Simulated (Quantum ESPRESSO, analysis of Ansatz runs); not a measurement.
# Migration in LiTaF6 (R-3): Li_i hop between interstitial places, charge +1 (Quantum ESPRESSO)

How high is the barrier when Li changes place in LiTaF6 (R-3)? The case: Li_i hop between interstitial places, charge +1, in a cell of 64 host atoms with 1 Li put in.

Main program and level: Quantum ESPRESSO 7.5; Quantum ESPRESSO plane-wave DFT, PBEsol, GBRV 1.5 PBEsol potentials; nudged elastic band between two relaxed defect structures at fixed charge in a uniform background.

### 1. The structure

The cell holds 65 atoms: 9 Li, 8 Ta and 48 F. Its edges and angles: a = 10.883 Å, b = 10.883 Å, c = 10.883 Å, α = 56.9°, β = 56.9°, γ = 56.9°. It derives from LiTaF6 (space group R-3). Nearest the centre at fractional (0.500, 0.500, 0.250): F36 at 1.55 Å, F23 at 1.56 Å, Li65 at 1.57 Å, F19 at 2.30 Å, F38 at 2.31 Å, Li17 at 2.58 Å, Li33 at 2.58 Å, Ta58 at 2.73 Å. The cell carries charge +1.

The cell's shortest repeat is 10.4 Å.

### 2. Relaxation of the start point, charge +1

The ends come first: from an unrelaxed start the top is counted from too high an energy, and the barrier comes out too low. Small random displacements break the symmetry of the ideal sites, so that the defect can distort if it gains by it. The charge of +1 is set by the electron count, and a uniform background keeps the cell neutral.

Input file pw.in:

```
&CONTROL
  calculation = 'relax'
  prefix = 'pwscf'
  outdir = './tmp'
  pseudo_dir = './pseudo'
  tprnfor = .true.
  disk_io = 'low'
  nstep = 70
  forc_conv_thr = 0.0012
  etot_conv_thr = 0.0001
/
&SYSTEM
  ibrav = 0
  nat = 65
  ntyp = 3
  ecutwfc = 40
  ecutrho = 324
  nbnd = 237
  occupations = 'fixed'
  tot_charge = 1
  nosym = .true.
/
&ELECTRONS
  conv_thr = 6d-08
  electron_maxstep = 100
  mixing_beta = 0.5
/
&IONS
  ion_dynamics = 'bfgs'
/
ATOMIC_SPECIES
Li     6.9400 li_pbesol_v1.4.uspp.F.UPF
Ta   180.9479 ta_pbesol_v1.uspp.F.UPF
F     18.9984 f_pbesol_v1.4.uspp.F.UPF
CELL_PARAMETERS angstrom
   5.1867002161    2.9945428040    9.0872770907
  -5.1867002161    2.9945428040    9.0872770907
   0.0000000000   -5.9890854080    9.0872770909
ATOMIC_POSITIONS crystal
Li     0.2500000000    0.2500000000    0.2500000000
Ta     0.0000000000    0.0000000000    0.0000000000
F      0.3257590229    0.1220265940    0.4307922100
F      0.1220265940    0.4307922099    0.3257590230
F      0.4277970885    0.3251914537    0.1244510426
F      0.1742409771    0.3779734060    0.0692077900
F      0.3779734060    0.0692077901    0.1742409770
F      0.0692077900    0.1742409771    0.3779734060
Li     0.2500000000    0.2500000000    0.7500000000
Ta     0.0000000000    0.0000000000    0.5000000000
F      0.3257590229    0.1220265940    0.9307922100
F      0.1220265940    0.4307922099    0.8257590230
F      0.4273879835    0.3261845841    0.6234232943
F      0.1772727071    0.3768334475    0.5667804545
F      0.3779734060    0.0692077901    0.6742409770
F      0.0692077900    0.1742409771    0.8779734060
Li     0.2502750048    0.7470362856    0.2501325052
Ta     0.0000000000    0.5000000000    0.0000000000
F      0.3249161499    0.6191885827    0.4333091569
F      0.1220265940    0.9307922099    0.3257590230
F      0.4309856544    0.8260112171    0.1190441915
F      0.1742409771    0.8779734060    0.0692077900
F      0.3764158242    0.5671510079    0.1773694606
F      0.0665387181    0.6771124396    0.3770839717
Li     0.2500000000    0.7500000000    0.7500000000
Ta     0.0000000000    0.5000000000    0.5000000000
F      0.3257590229    0.6220265940    0.9307922100
F      0.1220265940    0.9307922099    0.8257590230
F      0.4307922100    0.8257590229    0.6220265940
F      0.1742409771    0.8779734060    0.5692077900
F      0.3779734060    0.5692077901    0.6742409770
F      0.0692077900    0.6742409771    0.8779734060
Li     0.7497815890    0.2527833529    0.2501579252
Ta     0.5000000000    0.0000000000    0.0000000000
F      0.8257590229    0.1220265940    0.4307922100
F      0.6201429611    0.4287083170    0.3275901703
F      0.9300688588    0.3291841192    0.1200806876
F      0.6736217249    0.3780796982    0.0667759659
F      0.8779734060    0.0692077901    0.1742409770
F      0.5667571659    0.1748042628    0.3770430462
Li     0.7500000000    0.2500000000    0.7500000000
Ta     0.5000000000    0.0000000000    0.5000000000
F      0.8257590229    0.1220265940    0.9307922100
F      0.6220265940    0.4307922099    0.8257590230
F      0.9307922100    0.3257590229    0.6220265940
F      0.6742409771    0.3779734060    0.5692077900
F      0.8779734060    0.0692077901    0.6742409770
F      0.5692077900    0.1742409771    0.8779734060
Li     0.7500000000    0.7500000000    0.2500000000
Ta     0.4978882651    0.5024064475   -0.0018698203
F      0.8257590229    0.6220265940    0.4307922100
F      0.6220265940    0.9307922099    0.3257590230
F      0.9307922100    0.8257590229    0.1220265940
F      0.6742409771    0.8779734060    0.0692077900
F      0.8779734060    0.5692077901    0.1742409770
F      0.5722514155    0.6719116147    0.3784775775
Li     0.7500000000    0.7500000000    0.7500000000
Ta     0.4966798732    0.5020704818    0.5011886380
F      0.8262098327    0.6218129279    0.9333961531
F      0.6220265940    0.9307922099    0.8257590230
F      0.9307922100    0.8257590229    0.6220265940
F      0.6742409771    0.8779734060    0.5692077900
F      0.8779734060    0.5692077901    0.6742409770
F      0.5714886881    0.6713264696    0.8794492949
Li     0.4017036940    0.4007366434    0.4061024367
K_POINTS gamma
```

Command:

```bash
$ OMP_NUM_THREADS=1 mpirun -n 4 pw.x -in pw.in > pw.out
```

Output:

```text
[shortened: banners, details of potentials and solvers, and blank lines are left out]
     gamma-point specific algorithms are used
     one sub-group per band group will be used
     scalapack distributed-memory algorithm (size of sub-group:  2*  2 procs)
     bravais-lattice index     =            0
     lattice parameter (alat)  =      20.5666  a.u.
     unit-cell volume          =    5714.8296 (a.u.)^3
     number of atoms/cell      =           65
     number of atomic types    =            3
     number of electrons       =       466.00
     number of Kohn-Sham states=          237
     kinetic-energy cutoff     =      40.0000  Ry
     charge density cutoff     =     324.0000  Ry
     scf convergence threshold =      6.0E-08
     mixing beta               =       0.5000
     number of iterations used =            8  plain     mixing
     energy convergence thresh.=      1.0E-04
     force convergence thresh. =      1.2E-03
     Exchange-correlation= SLA  PW   PSX  PSC
                           (   1   4  10   8   0   0   0)
     nstep                     =           70
     crystal axes: (cart. coord. in units of alat)
               a(1) = (   0.476571   0.275148   0.834969 )
               a(2) = (  -0.476571   0.275148   0.834969 )
               a(3) = (   0.000000  -0.550297   0.834969 )
     PseudoPot. # 1 for Li read from file:
     li_pbesol_v1.4.uspp.F.UPF
     Pseudo is Ultrasoft, Zval =  3.0
     PseudoPot. # 2 for Ta read from file:
     ta_pbesol_v1.uspp.F.UPF
     Pseudo is Ultrasoft + core correction, Zval = 13.0
[...]
PseudoPot. # 3 for F  read from file:
     f_pbesol_v1.4.uspp.F.UPF
     Pseudo is Ultrasoft, Zval =  7.0
     atomic species   valence    mass     pseudopotential
     Li                3.00     6.94000     Li( 1.00)
     Ta               13.00   180.94790     Ta( 1.00)
     F                 7.00    18.99840     F ( 1.00)
     No symmetry found
     site n.     atom                  positions (alat units)
         1        Li     tau(   1) = (   0.0000000   0.0000000   0.6262268  )
         2        Ta     tau(   2) = (   0.0000000   0.0000000   0.0000000  )
         3        F      tau(   3) = (   0.0970930  -0.1138561   0.7335853  )
         4        F      tau(   4) = (  -0.1471488  -0.0271569   0.7335853  )
         5        F      tau(   5) = (   0.0488989   0.1386986   0.7326349  )
         6        F      tau(   6) = (  -0.0970930   0.1138561   0.5188683  )
         7        F      tau(   7) = (   0.1471488   0.0271569   0.5188683  )
         8        F      tau(   8) = (  -0.0500558  -0.1410131   0.5188683  )
[...]
number of k points=     1
                       cart. coord. in units 2pi/alat
        k(    1) = (   0.0000000   0.0000000   0.0000000), wk =   2.0000000
     Dense  grid:   281384 G-vectors     FFT dimensions: ( 120, 120, 120)
     Smooth grid:    97751 G-vectors     FFT dimensions: (  90,  90,  90)
     Check: negative core charge=   -0.000002
     starting charge     462.9346, renormalised to     466.0000
     Self-consistent Calculation
     iteration #  1     ecut=    40.00 Ry     beta= 0.50
     total energy              =   -3595.84937631 Ry
     estimated scf accuracy    <      10.91804587 Ry
     iteration #  2     ecut=    40.00 Ry     beta= 0.50
     total energy              =   -3598.98361769 Ry
     estimated scf accuracy    <       5.12899472 Ry
     iteration #  3     ecut=    40.00 Ry     beta= 0.50
     total energy              =   -3599.96296251 Ry
     estimated scf accuracy    <       0.10034333 Ry
[...]
estimated scf accuracy    <       0.00001953 Ry
     iteration # 10     ecut=    40.00 Ry     beta= 0.50
     total energy              =   -3600.04434892 Ry
     estimated scf accuracy    <       0.00000786 Ry
[... 123 further cycles ...]
     iteration #  7     ecut=    40.00 Ry     beta= 0.50
     total energy              =   -3600.10673181 Ry
     estimated scf accuracy    <          1.8E-09 Ry
     iteration #  8     ecut=    40.00 Ry     beta= 0.50
     End of self-consistent calculation
          k = 0.0000 0.0000 0.0000 ( 12261 PWs)   bands (ev):
   -66.1541 -65.9762 -65.9758 -65.9743 -65.7789 -65.7169 -65.7163 -65.7131
   -40.3474 -39.3763 -39.3755 -39.3714 -39.3244 -39.3233 -39.3226 -39.2601
   -39.1797 -32.8652 -32.8408 -32.8404 -32.6683 -32.6673 -32.6652 -32.6639
   -32.6636 -32.6616 -32.6523 -32.6519 -32.6500 -32.4698 -32.4691 -32.4631
   -32.4114 -32.4106 -32.4092 -32.4056 -32.4048 -32.4026 -32.3994 -32.3987
   -32.3964 -20.2532 -20.0905 -20.0727 -20.0707 -19.9820 -19.9808 -19.8860
   -19.8502 -19.8306 -19.8283 -19.7769 -19.7569 -19.7555 -19.7287 -19.7109
   -19.7100 -19.6355 -19.6340 -19.5991 -19.5869 -19.5861 -19.5511 -19.5293
[...]
highest occupied, lowest unoccupied level (ev):     0.3000    6.4567
!    total energy              =   -3600.10673181 Ry
     estimated scf accuracy    <          1.5E-10 Ry
     The total energy is the sum of the following terms:
     one-electron contribution =   -1955.04645772 Ry
     hartree contribution      =    1163.88559929 Ry
     xc contribution           =    -806.72819733 Ry
     ewald contribution        =   -2002.21767604 Ry
     convergence has been achieved in   8 iterations
     Forces acting on atoms (cartesian axes, Ry/au):
     atom    1 type  1   force =    -0.00004449    0.00004130   -0.00054052
     atom    2 type  2   force =     0.00032920    0.00015989    0.00032251
     atom    3 type  3   force =    -0.00041306   -0.00029315   -0.00007039
     atom    4 type  3   force =    -0.00009954    0.00031102   -0.00003441
     atom    5 type  3   force =     0.00034134    0.00013464    0.00018193
     atom    6 type  3   force =    -0.00006736    0.00021216    0.00024307
     atom    7 type  3   force =     0.00044878   -0.00000480    0.00015511
     atom    8 type  3   force =    -0.00025928   -0.00039878    0.00015891
[...]
Total force =     0.005739     Total SCF correction =     0.000032
     Energy error            =      8.7E-05 Ry
     Gradient error          =      1.3E-03 Ry/Bohr
     number of scf cycles    =  16
     number of bfgs steps    =  15
     energy             old  =   -3600.1066449596 Ry
     energy             new  =   -3600.1067318079 Ry
     CASE: energy            _new < energy            _old
     new trust radius        =       0.0057474693 bohr
     new conv_thr            =       0.0000000006 Ry
ATOMIC_POSITIONS (crystal)
Li               0.2482401395        0.2482010495        0.2485130574
Ta               0.0000772798        0.0003541282        0.0002193682
F                0.3251156445        0.1207335226        0.4310311202
F                0.1206872939        0.4309423368        0.3253696382
F                0.4303491655        0.3251084088        0.1212036160
F                0.1740672160        0.3784134122        0.0687666180
F                0.3782627190        0.0686032175        0.1742068154
F                0.0689267636        0.1739814845        0.3782621327
[...]
Check: negative core charge=   -0.000002
     Self-consistent Calculation
     iteration #  1     ecut=    40.00 Ry     beta= 0.50
     total energy              =   -3600.10676940 Ry
     estimated scf accuracy    <       0.00001632 Ry
     iteration #  2     ecut=    40.00 Ry     beta= 0.50
     total energy              =   -3600.10677072 Ry
     estimated scf accuracy    <       0.00000290 Ry
     iteration #  3     ecut=    40.00 Ry     beta= 0.50
     total energy              =   -3600.10677114 Ry
     estimated scf accuracy    <       0.00000050 Ry
[...]
estimated scf accuracy    <       0.00000001 Ry
     iteration #  6     ecut=    40.00 Ry     beta= 0.50
     total energy              =   -3600.10677123 Ry
     estimated scf accuracy    <          1.3E-09 Ry
     iteration #  7     ecut=    40.00 Ry     beta= 0.50
     total energy              =   -3600.10677123 Ry
     estimated scf accuracy    <          7.1E-10 Ry
     iteration #  8     ecut=    40.00 Ry     beta= 0.50
     End of self-consistent calculation
          k = 0.0000 0.0000 0.0000 ( 12261 PWs)   bands (ev):
   -66.1577 -65.9761 -65.9756 -65.9729 -65.7773 -65.7170 -65.7163 -65.7161
   -40.3534 -39.3800 -39.3756 -39.3748 -39.3260 -39.3225 -39.3209 -39.2613
   -39.1779 -32.8683 -32.8438 -32.8435 -32.6708 -32.6698 -32.6667 -32.6632
   -32.6623 -32.6596 -32.6513 -32.6506 -32.6479 -32.4672 -32.4670 -32.4609
   -32.4113 -32.4108 -32.4103 -32.4058 -32.4048 -32.4045 -32.3990 -32.3983
   -32.3980 -20.2560 -20.0950 -20.0794 -20.0772 -19.9853 -19.9840 -19.8870
   -19.8477 -19.8288 -19.8265 -19.7757 -19.7551 -19.7540 -19.7248 -19.7083
   -19.7075 -19.6319 -19.6310 -19.5986 -19.5845 -19.5839 -19.5488 -19.5293
[...]
highest occupied, lowest unoccupied level (ev):     0.3004    6.4533
!    total energy              =   -3600.10677123 Ry
     estimated scf accuracy    <          4.2E-11 Ry
     The total energy is the sum of the following terms:
     one-electron contribution =   -1954.88701799 Ry
     hartree contribution      =    1163.80544666 Ry
     xc contribution           =    -806.72538695 Ry
     ewald contribution        =   -2002.29981294 Ry
     convergence has been achieved in   8 iterations
     Forces acting on atoms (cartesian axes, Ry/au):
     atom    1 type  1   force =    -0.00003305    0.00001795   -0.00053130
     atom    2 type  2   force =    -0.00020284   -0.00018450    0.00005582
     atom    3 type  3   force =    -0.00003011   -0.00040616    0.00023946
     atom    4 type  3   force =    -0.00023148    0.00020055    0.00012111
     atom    5 type  3   force =     0.00025481    0.00040160    0.00039462
     atom    6 type  3   force =    -0.00016227    0.00019798    0.00012468
     atom    7 type  3   force =     0.00041091    0.00002230    0.00006356
     atom    8 type  3   force =    -0.00020147   -0.00038200    0.00010286
[...]
Total force =     0.004466     Total SCF correction =     0.000017
     Energy error            =      3.9E-05 Ry
     Gradient error          =      1.1E-03 Ry/Bohr
     bfgs converged in  17 scf cycles and  16 bfgs steps
     (criteria: energy <  1.0E-04 Ry, force <  1.2E-03 Ry/Bohr)
     End of BFGS Geometry Optimization
     Final energy             =   -3600.1067712259 Ry
Begin final coordinates
ATOMIC_POSITIONS (crystal)
Li               0.2482401395        0.2482010495        0.2485130574
Ta               0.0000772798        0.0003541282        0.0002193682
F                0.3251156445        0.1207335226        0.4310311202
F                0.1206872939        0.4309423368        0.3253696382
F                0.4303491655        0.3251084088        0.1212036160
F                0.1740672160        0.3784134122        0.0687666180
F                0.3782627190        0.0686032175        0.1742068154
F                0.0689267636        0.1739814845        0.3782621327
[...]
End final coordinates
   JOB DONE.
```

It took 10 min on 4 MPI ranks of Arm Neoverse V2, shared host; peak memory 2.2 GiB.

Step by step:

```
step  energy less that of the first step (eV)
   0                                   0.0000
   1                                  -0.3435
   2                                  -0.5160
   3                                  -0.6614
   4                                  -0.7468
   5                                  -0.7792
   6                                  -0.7963
   7                                  -0.8070
   8                                  -0.8190
   9                                  -0.8311
  10                                  -0.8383
  11                                  -0.8413
  12                                  -0.8433
  13                                  -0.8455
  14                                  -0.8476
  15                                  -0.8487
  16                                  -0.8493
```

The atoms that moved most (Å):

```
atom      dx      dy      dz  length
Li65  -0.002   0.027  -0.232   0.234
 F40  -0.167  -0.050   0.022   0.176
 F23   0.135  -0.113   0.003   0.176
 F14   0.027   0.164   0.003   0.166
Li17  -0.095   0.054   0.053   0.122
Li33   0.094   0.038   0.005   0.101
 Li9  -0.004  -0.094   0.032   0.099
Ta58   0.026   0.006   0.094   0.098
```

Neighbours of Li65 at the end:

```
atom  distance (Å)
 F23         1.945
 F40         1.947
 F14         1.949
 F36         2.268
 F13         2.277
 F19         2.283
Ta58         2.975
Li33         3.148
 Li9         3.152
Li17         3.155
 F15         3.182
 F38         3.184
 F24         3.194
```

Numbers from this step:

* highest filled level: 0.3004 eV
* lowest empty level: 6.453 eV
* r.m.s. move of the farther half of the atoms: 0.03610 Å
* largest move from the ideal geometry of this structure, a common shift of the far atoms taken out: 0.2423 Å

The relaxation gained 0.849 eV and ended with a largest force component of 0.027 eV/Å.

[end of part 1 of 3]

[Logs are printed without paths, hosts, clocks, repeated set-up lines and the standing remarks that a program may print on its own settings, such as how far it seeks lower states.]

[Hosts, paths, dates, database ids (printed as entryN), source tags and the programs' standing remarks are cut or masked in the printed files.]
